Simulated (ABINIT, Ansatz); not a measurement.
## K2LiScF6 (Fm-3m): G0W0 on several meshes in ABINIT

Aim: the GW shift of K2LiScF6 (Fm-3m) against the k mesh.

Method: LDA and many-body steps on it, plane waves, in ABINIT 10.8.3.

## 1. The starting structure

The structure is cubic, space group Fm-3m (No. 225). Conventional cell: a = 8.290 Å, b = 8.290 Å, c = 8.290 Å, α = 90.00°, β = 90.00°, γ = 90.00°. K has 12 F at 2.93 Å nearest. Nearest to Li lie 6 F at 2.11 Å. Sc has 6 F at 2.04 Å nearest. Nearest to F lie 1 Sc at 2.04 Å and 1 Li at 2.11 Å and 4 K at 2.93 Å. Farther neighbours and most contacts between anions are not listed.

The cell and positions are those that the Materials Project relaxed with its own functionals (PBE, PBE+U or r2SCAN), kept fixed.

## 2. Empty states on the mesh, 2×2×2 mesh, 294 bands

This step: ABINIT 10.8.3; DFT, LDA, plane waves, norm-conserving pseudopotentials.

The sums over transitions need many empty states on a uniform mesh; this step solves for them.

The input, run.abi:

```
acell 3*1.0 Angstrom
rprim 
  -0.000000000000 4.144804000000 4.144804000000
  4.144804000000 -0.000000000000 4.144804000000
  4.144804000000 4.144804000000 -0.000000000000
ntypat 4
znucl 19 3 21 9
natom 10
typat 1 1 2 3 4 4 4 4 4 4
xred 
  0.250000000000 0.250000000000 0.250000000000
  0.750000000000 0.750000000000 0.750000000000
  0.500000000000 0.500000000000 0.500000000000
  -0.000000000000 -0.000000000000 -0.000000000000
  0.245587000000 0.245587000000 0.754413000000
  0.245587000000 0.754413000000 0.754413000000
  0.754413000000 0.754413000000 0.245587000000
  0.245587000000 0.754413000000 0.245587000000
  0.754413000000 0.245587000000 0.754413000000
  0.754413000000 0.245587000000 0.245587000000
pp_dirpath "pseudos"
pseudos "K.upf, Li.upf, Sc.upf, F.upf"
ecut 36
ngkpt 2 2 2
nshiftk 1
shiftk 0 0 0
kptopt 1
chksymbreak 0
iscf -2
irdden 1
istwfk *1
nband 294
nbdbuf 26
tolwfr 1e-09
nstep 60
prtvol 0
indata_prefix "in"
outdata_prefix "out"
tmpdata_prefix "tmp"
```

The run is started by

```
$ OMP_NUM_THREADS=1 mpirun -n 4 abinit run.abi > log
```

Numbers of over 12 decimals in the logs are rounded to 6 here.

The program printed:

```text
.Version 10.8.3 of ABINIT. v10.8.2 released Aug 2026.

 Symmetries : space group Fm -3 m (#225); Bravais cF (face-center cubic)
[... echo of the input left out ...]
== DATASET  1 ==================================================================
-   mpi_nproc: 4, omp_nthreads: 1 (-1 if OMP is not activated)
-    --> not optimal distribution: autoparal keyword recommended in input file <--

--- !DatasetInfo
iteration_state: {dtset: 1, }
dimensions: {natom: 10, nkpt: 3, mband: 294, nsppol: 1, nspinor: 1, nspden: 1, mpw: 9922, }
cutoff_energies: {ecut:  36.0, pawecutdg:  -1.0, }
[...]
2.80472    2.80472    2.81613    2.81613    2.81613    2.87912    2.87912    2.87912
   2.92103    2.92103    2.92103    2.94028    2.94236    2.97976    2.97985    2.98588
   2.98611    2.98860    2.98889    2.98990    3.03685    3.03935
 prteigrs : prtvol=0 or 1, do not print more k-points.

== END DATASET(S) ==============================================================
================================================================================

 -outvars: echo values of variables after computation  --------
            nband         294
             nkpt           3
          spgroup         225
 [... the other variables as echoed above ...]

 Calculation completed.
```

The job ended after 4.5 min (4 MPI ranks of Arm Neoverse N1, shared host; peak memory 0.5 GiB; 18 min of CPU time).

This step gave:

| Item | Value |
| --- | --- |
| gap | 6.751 eV |
| k of the valence top | 0, 0, 0 |
| k of the conduction bottom | 0, 0, 0 |
| least direct gap | 6.751 eV |
| k points computed | 3 |
| lowest point of the top converged band, above the valence top | 75.6583 eV |

On this mesh the gap is 6.751 eV.

The density comes from a self-consistent run that is not shown.

## 3. Screening, 2×2×2 mesh, 131 bands, screening to 114.3 eV

The RPA dielectric matrix is built and inverted for each q.

This step: RPA screening on LDA, plane waves, norm-conserving pseudopotentials.

run.abi, as its differences from that of step 2:

```diff
@@ -28,10 +28,11 @@
 chksymbreak 0
-iscf -2
-irdden 1
 istwfk *1
-nband 294
-nbdbuf 26
-tolwfr 1e-09
-nstep 60
-prtvol 0
+occopt 1
+irdwfk 1
+optdriver 3
+nband 131
+ecuteps 4.2
+inclvkb 2
+awtr 1
+symchi 1
 indata_prefix "in"
```

The program printed:

```text
.Version 10.8.3 of ABINIT. v10.8.2 released Aug 2026.

 Symmetries : space group Fm -3 m (#225); Bravais cF (face-center cubic)
[... echo of the input left out ...]
== DATASET  1 ==================================================================
-   mpi_nproc: 4, omp_nthreads: 1 (-1 if OMP is not activated)

--- !DatasetInfo
iteration_state: {dtset: 1, }
dimensions: {natom: 10, nkpt: 3, mband: 131, nsppol: 1, nspinor: 1, nspden: 1, mpw: 9922, }
cutoff_energies: {ecut:  36.0, pawecutdg:  -1.0, }
electrons: {nelect:   7.40000000E+01, charge:   0.00000000E+00, occopt:   1.00000000E+00, tsmear:   1.00000000E-02, }

 SCREENING: Calculation of the susceptibility and dielectric matrices

 Based on a program developped by R.W. Godby, V. Olevano, G. Onida, and L. Reining.
 Incorporated in ABINIT by V. Olevano, G.-M. Rignanese, and M. Torrent.
.Using double precision arithmetic ; gwpc =  8

[... cell and pseudopotentials left out ...]
--------------------------------------------------------------------------------

 ==== K-mesh for the wavefunctions ====
 Number of points in the irreducible wedge :     3
[... list of points left out ...]
 Together with 48 symmetry operations and time-reversal symmetry
 yields     8 points in the full Brillouin Zone.

 ==== Q-mesh for the screening function ====
 Number of points in the irreducible wedge :     3
[... list of points left out ...]
 Together with 48 symmetry operations and time-reversal symmetry
 yields     8 points in the full Brillouin Zone.

 setmesh: FFT mesh size selected  =    40x   40x   40
          total number of points  =        64000

 vcoul_init : cutoff-mode = AUXILIARY_FUNCTION
 q-points for optical limit:   1
     1)      0.000010    0.000020    0.000030

- screening: taking advantage of time-reversal symmetry
- Maximum band index for partially occupied states nbvw = 37
- Remaining bands to be divided among processors   nbcw = 94
- Number of bands treated by each node ~23

 Number of electrons calculated from density =   74.0000; Expected =   74.0000
 average of density, n =  0.077000
 r_s =    1.4582
 omega_plasma =   26.7672 [eV]

 calculating chi0 at frequencies [eV] :
  1    0.000000E+00    0.000000E+00
  2    0.000000E+00    2.676715E+01

--------------------------------------------------------------------------------
  q-point number  1        q = ( 0.000000, 0.000000, 0.000000) [r.l.u.]
--------------------------------------------------------------------------------
[... chi0 elements left out ...]
 For q-point:  0.000010 0.000020 0.000030
  dielectric constant =   2.1492
  dielectric constant without local fields =   2.3655

  Average fulfillment of the sum rule on Im[epsilon] for q-point    1 :     39.00  [%]
[... wings left out ...]
  q-point number  2        q = ( 0.500000, 0.000000, 0.000000) [r.l.u.]
--------------------------------------------------------------------------------
[... chi0 elements left out ...]
  Average fulfillment of the sum rule on Im[epsilon] for q-point    2 :     44.40  [%]

 [... 1 further q-points ...]
```

Elapsed: 81 s, on 4 MPI ranks; peak memory 1.7 GiB.

This step gave:

* ε∞ with local fields, on this mesh, along the program's q direction: 2.149
* the same without local fields: 2.365
* plasma frequency: 26.77 eV
* plane waves in the screening matrix: 411

Local fields lower ε∞ by 9 %. On a Γ-centred mesh this coarse the value itself is usually too large, while a short band sum pulls it down.

## 4. 2×2×2

The self-energy is evaluated for the states that the input lists, and the levels follow from it, in one-shot runs by the linearised quasiparticle equation.

This step: G0W0 on LDA, plane waves, norm-conserving pseudopotentials.

run.abi, as its differences from that of step 3:

```diff
@@ -31,8 +31,15 @@
 irdwfk 1
-optdriver 3
+optdriver 4
 nband 131
+gwcalctyp 0
+ecutsigx 36
+symsigma 1
+nkptgw 1
+kptgw 
+  0.0000000000 0.0000000000 0.0000000000
+bdgw 
+  35 40
 ecuteps 4.2
-inclvkb 2
-awtr 1
-symchi 1
+irdscr 1
+ppmodel 1
 indata_prefix "in"
```

The program printed:

```text
.Version 10.8.3 of ABINIT. v10.8.2 released Aug 2026.

 Symmetries : space group Fm -3 m (#225); Bravais cF (face-center cubic)
[... echo of the input left out ...]
== DATASET  1 ==================================================================
-   mpi_nproc: 4, omp_nthreads: 1 (-1 if OMP is not activated)

--- !DatasetInfo
iteration_state: {dtset: 1, }
dimensions: {natom: 10, nkpt: 3, mband: 131, nsppol: 1, nspinor: 1, nspden: 1, mpw: 9922, }
cutoff_energies: {ecut:  36.0, pawecutdg:  -1.0, }
electrons: {nelect:   7.40000000E+01, charge:   0.00000000E+00, occopt:   1.00000000E+00, tsmear:   1.00000000E-02, }

 SIGMA: Calculation of the GW corrections

 Based on a program developped by R.W. Godby, V. Olevano, G. Onida, and L. Reining.
 Incorporated in ABINIT by V. Olevano, G.-M. Rignanese, and M. Torrent.
.Using double precision arithmetic ; gwpc =  8

[... cell and pseudopotentials left out ...]
--------------------------------------------------------------------------------

 ==== K-mesh for the wavefunctions ====
 Number of points in the irreducible wedge :     3
[... list of points left out ...]
 Together with 48 symmetry operations and time-reversal symmetry
 yields     8 points in the full Brillouin Zone.

 ==== Q-mesh for screening function ====
 Number of points in the irreducible wedge :     3
[... list of points left out ...]
 Together with 48 symmetry operations and time-reversal symmetry
 yields     8 points in the full Brillouin Zone.

 vcoul_init : cutoff-mode = AUXILIARY_FUNCTION
 q-points for optical limit:   1
     1)      0.000010    0.000020    0.000030
 setmesh: FFT mesh size selected  =    60x   60x   60
          total number of points  =       216000

 Number of electrons calculated from density =   74.0000; Expected =   74.0000
 average of density, n =  0.077000
 r_s =    1.4582
 omega_plasma =   26.7672 [eV]

 === KS Band Gaps ===
  >>>> For spin  1
   Minimum direct gap =   6.7512 [eV], located at k-point      :   0.0000  0.0000  0.0000
   Fundamental gap    =   6.7512 [eV], Top of valence bands at :   0.0000  0.0000  0.0000
                                       Bottom of conduction at :   0.0000  0.0000  0.0000
 SIGMA fundamental parameters:
 PLASMON POLE MODEL  1
 number of plane-waves for SigmaX                 9841
 number of plane-waves for SigmaC and W            411
 number of plane-waves for wavefunctions          9841
 number of bands                                   131
 number of independent spin polarizations            1
 number of spinorial components                      1
 number of k-points in IBZ                           3
 number of q-points in IBZ                           3
 number of symmetry operations                      48
 number of k-points in BZ                            8
 number of q-points in BZ                            8
 number of frequencies for dSigma/dE                 9
 frequency step for dSigma/dE [eV]                0.25
 number of omega for Sigma on real axis              0
 max omega for Sigma on real axis  [eV]           0.00
 zcut for avoiding poles [eV]                     0.10

 EPSILON^-1 parameters (SCR file):
 dimension of the eps^-1 matrix on file            411
 dimension of the eps^-1 matrix used               411
 number of plane-waves for wavefunctions          9841
 number of bands                                   131
 number of q-points in IBZ                           3
 number of frequencies                               2
 number of real frequencies                          1
 number of imag frequencies                          1

 matrix elements of self-energy operator (all in [eV])

 Perturbative Calculation

--- !SelfEnergy_ee
iteration_state: {dtset: 1, }
kpoint     : [   0.000,    0.000,    0.000, ]
spin       : 1
KS_gap     :    6.751
QP_gap     :   12.214
Delta_QP_KS:    5.462
data: !SigmaeeData |
     Band     E0 <VxcDFT>   SigX SigC(E0)      Z dSigC/dE  Sig(E)    E-E0       E
       35  -0.430 -22.439 -29.753   5.297   0.803  -0.245 -24.059  -1.620  -2.050
       36  -0.430 -22.439 -29.753   5.297   0.803  -0.245 -24.059  -1.620  -2.050
       37  -0.430 -22.439 -29.753   5.297   0.803  -0.245 -24.059  -1.620  -2.050
       38   6.321 -18.463 -10.219  -3.655   0.837  -0.194 -14.621   3.842  10.163
       39   6.321 -18.463 -10.219  -3.655   0.837  -0.194 -14.621   3.842  10.163
       40   6.321 -18.463 -10.219  -3.655   0.837  -0.194 -14.621   3.842  10.163

== END DATASET(S) ==============================================================
================================================================================

 -outvars: echo values of variables after computation  --------
           etotal      0.0000000000E+00
            nband         131
             nkpt           3
          spgroup         225
 [... the other variables as echoed above ...]

 Calculation completed.
```

Elapsed: 16 s, on 4 MPI ranks; peak memory 1.1 GiB; 65 s of CPU time.

This step gave:

| Property | Result |
| --- | --- |
| G0W0 gap on the points computed | 12.21 eV |
| starting gap on the mesh | 6.751 eV |
| k of the valence top | 0, 0, 0 |
| k of the conduction bottom | 0, 0, 0 |
| Z at the valence top | 0.803 |
| Z at the conduction bottom | 0.837 |
| least direct G0W0 gap on the computed points | 12.21 eV |

The gap on the mesh goes from 6.75 eV to 12.21 eV, a correction of +5.46 eV.

## 5. Empty states on the mesh, 4×4×4 mesh, 143 bands

This step: DFT, LDA, plane waves, norm-conserving pseudopotentials.

run.abi, as its differences from that of step 4:

```diff
@@ -23,3 +23,3 @@
 ecut 36
-ngkpt 2 2 2
+ngkpt 4 4 4
 nshiftk 1
@@ -28,18 +28,10 @@
 chksymbreak 0
+iscf -2
+irdden 1
 istwfk *1
-occopt 1
-irdwfk 1
-optdriver 4
-nband 131
-gwcalctyp 0
-ecutsigx 36
-symsigma 1
-nkptgw 1
-kptgw 
-  0.0000000000 0.0000000000 0.0000000000
-bdgw 
-  35 40
-ecuteps 4.2
-irdscr 1
-ppmodel 1
+nband 143
+nbdbuf 12
+tolwfr 1e-09
+nstep 60
+prtvol 0
 indata_prefix "in"
```

The program printed:

```text
.Version 10.8.3 of ABINIT. v10.8.2 released Aug 2026.

 Symmetries : space group Fm -3 m (#225); Bravais cF (face-center cubic)
[... echo of the input left out ...]
== DATASET  1 ==================================================================
-   mpi_nproc: 4, omp_nthreads: 1 (-1 if OMP is not activated)

--- !DatasetInfo
iteration_state: {dtset: 1, }
dimensions: {natom: 10, nkpt: 8, mband: 143, nsppol: 1, nspinor: 1, nspden: 1, mpw: 9964, }
cutoff_energies: {ecut:  36.0, pawecutdg:  -1.0, }
[...]
1.45647    1.45647    1.45647    1.51462    1.51462    1.52774    1.52774    1.52774
   1.57029    1.57029    1.57029    1.57122    1.57122    1.60875    1.60875    1.60877
   1.62852    1.62869    1.62896    1.62932    1.62973    1.63106    1.63127
 prteigrs : prtvol=0 or 1, do not print more k-points.

== END DATASET(S) ==============================================================
================================================================================

 -outvars: echo values of variables after computation  --------
            nband         143
             nkpt           8
          spgroup         225
 [... the other variables as echoed above ...]

 Calculation completed.
```

The job ended after 3.3 min (4 MPI ranks; peak memory 0.59 GiB).

This step gave:

```
gap                                                           : 6.751 eV
k of the valence top                                          : 0, 0, 0
k of the conduction bottom                                    : 0, 0, 0
least direct gap                                              : 6.751 eV
k points computed                                             : 8
lowest point of the top converged band, above the valence top : 41.02 eV
```

On this mesh the gap is 6.751 eV.

## 6. Screening, 4×4×4 mesh, 131 bands, screening to 114.3 eV

This step: RPA screening on LDA, plane waves, norm-conserving pseudopotentials.

run.abi, as its differences from that of step 5:

```diff
@@ -28,10 +28,11 @@
 chksymbreak 0
-iscf -2
-irdden 1
 istwfk *1
-nband 143
-nbdbuf 12
-tolwfr 1e-09
-nstep 60
-prtvol 0
+occopt 1
+irdwfk 1
+optdriver 3
+nband 131
+ecuteps 4.2
+inclvkb 2
+awtr 1
+symchi 1
 indata_prefix "in"
```

The program printed:

```text
.Version 10.8.3 of ABINIT. v10.8.2 released Aug 2026.

 Symmetries : space group Fm -3 m (#225); Bravais cF (face-center cubic)
[... echo of the input left out ...]
== DATASET  1 ==================================================================
-   mpi_nproc: 4, omp_nthreads: 1 (-1 if OMP is not activated)

--- !DatasetInfo
iteration_state: {dtset: 1, }
dimensions: {natom: 10, nkpt: 8, mband: 131, nsppol: 1, nspinor: 1, nspden: 1, mpw: 9964, }
cutoff_energies: {ecut:  36.0, pawecutdg:  -1.0, }
electrons: {nelect:   7.40000000E+01, charge:   0.00000000E+00, occopt:   1.00000000E+00, tsmear:   1.00000000E-02, }

 SCREENING: Calculation of the susceptibility and dielectric matrices

 Based on a program developped by R.W. Godby, V. Olevano, G. Onida, and L. Reining.
 Incorporated in ABINIT by V. Olevano, G.-M. Rignanese, and M. Torrent.
.Using double precision arithmetic ; gwpc =  8

[... cell and pseudopotentials left out ...]
--------------------------------------------------------------------------------

 ==== K-mesh for the wavefunctions ====
 Number of points in the irreducible wedge :     8
[... list of points left out ...]
 Together with 48 symmetry operations and time-reversal symmetry
 yields    64 points in the full Brillouin Zone.

 ==== Q-mesh for the screening function ====
 Number of points in the irreducible wedge :     8
[... list of points left out ...]
 Together with 48 symmetry operations and time-reversal symmetry
 yields    64 points in the full Brillouin Zone.

 setmesh: FFT mesh size selected  =    40x   40x   40
          total number of points  =        64000

 vcoul_init : cutoff-mode = AUXILIARY_FUNCTION
 q-points for optical limit:   1
     1)      0.000010    0.000020    0.000030

- screening: taking advantage of time-reversal symmetry
- Maximum band index for partially occupied states nbvw = 37
- Remaining bands to be divided among processors   nbcw = 94
- Number of bands treated by each node ~23

 Number of electrons calculated from density =   74.0000; Expected =   74.0000
 average of density, n =  0.077000
 r_s =    1.4582
 omega_plasma =   26.7672 [eV]

 calculating chi0 at frequencies [eV] :
  1    0.000000E+00    0.000000E+00
  2    0.000000E+00    2.676715E+01

--------------------------------------------------------------------------------
  q-point number  1        q = ( 0.000000, 0.000000, 0.000000) [r.l.u.]
--------------------------------------------------------------------------------
[... chi0 elements left out ...]
 For q-point:  0.000010 0.000020 0.000030
  dielectric constant =   2.1330
  dielectric constant without local fields =   2.3483

  Average fulfillment of the sum rule on Im[epsilon] for q-point    1 :     38.88  [%]
[... wings left out ...]
  q-point number  2        q = ( 0.250000, 0.000000, 0.000000) [r.l.u.]
--------------------------------------------------------------------------------
[... chi0 elements left out ...]
  Average fulfillment of the sum rule on Im[epsilon] for q-point    2 :     48.60  [%]

 [... 6 further q-points ...]
```

Wall time 8.8 min (4 MPI ranks); peak memory 3.1 GiB.

This step gave:

```yaml
eps_infinity_with_local_fields_on_this_mesh_along_the_program_s_q_direction: 2.133
the_same_without_local_fields: 2.348
plasma_frequency: 26.77 eV
plane_waves_in_the_screening_matrix: 411
```

(Continued in part 2 of 2.)

[Paths, hosts, dates, memory and timing lines, banners, echoed tables and standing remarks are left out of the program output.]

[Logs are printed without paths, hosts, clocks, repeated set-up lines and the standing remarks that a program may print on its own settings, such as how far it seeks lower states.]

[Runs of the session that timed out or met a known fault of the program may be left out.]

[Hosts, paths, dates, database ids (printed as entryN), source tags and the programs' standing remarks are cut or masked in the printed files.]

[G0W0 gaps are taken among the corrected bands and points alone; a level outside them can change the order at an edge.]

[Where Ansatz stands beside ABINIT at settings called matched, ABINIT's density can come from a denser mesh and the files from another edition; pairs whose starting gaps differed by over 0.03 eV were left out, so agreement reads better than it is.]
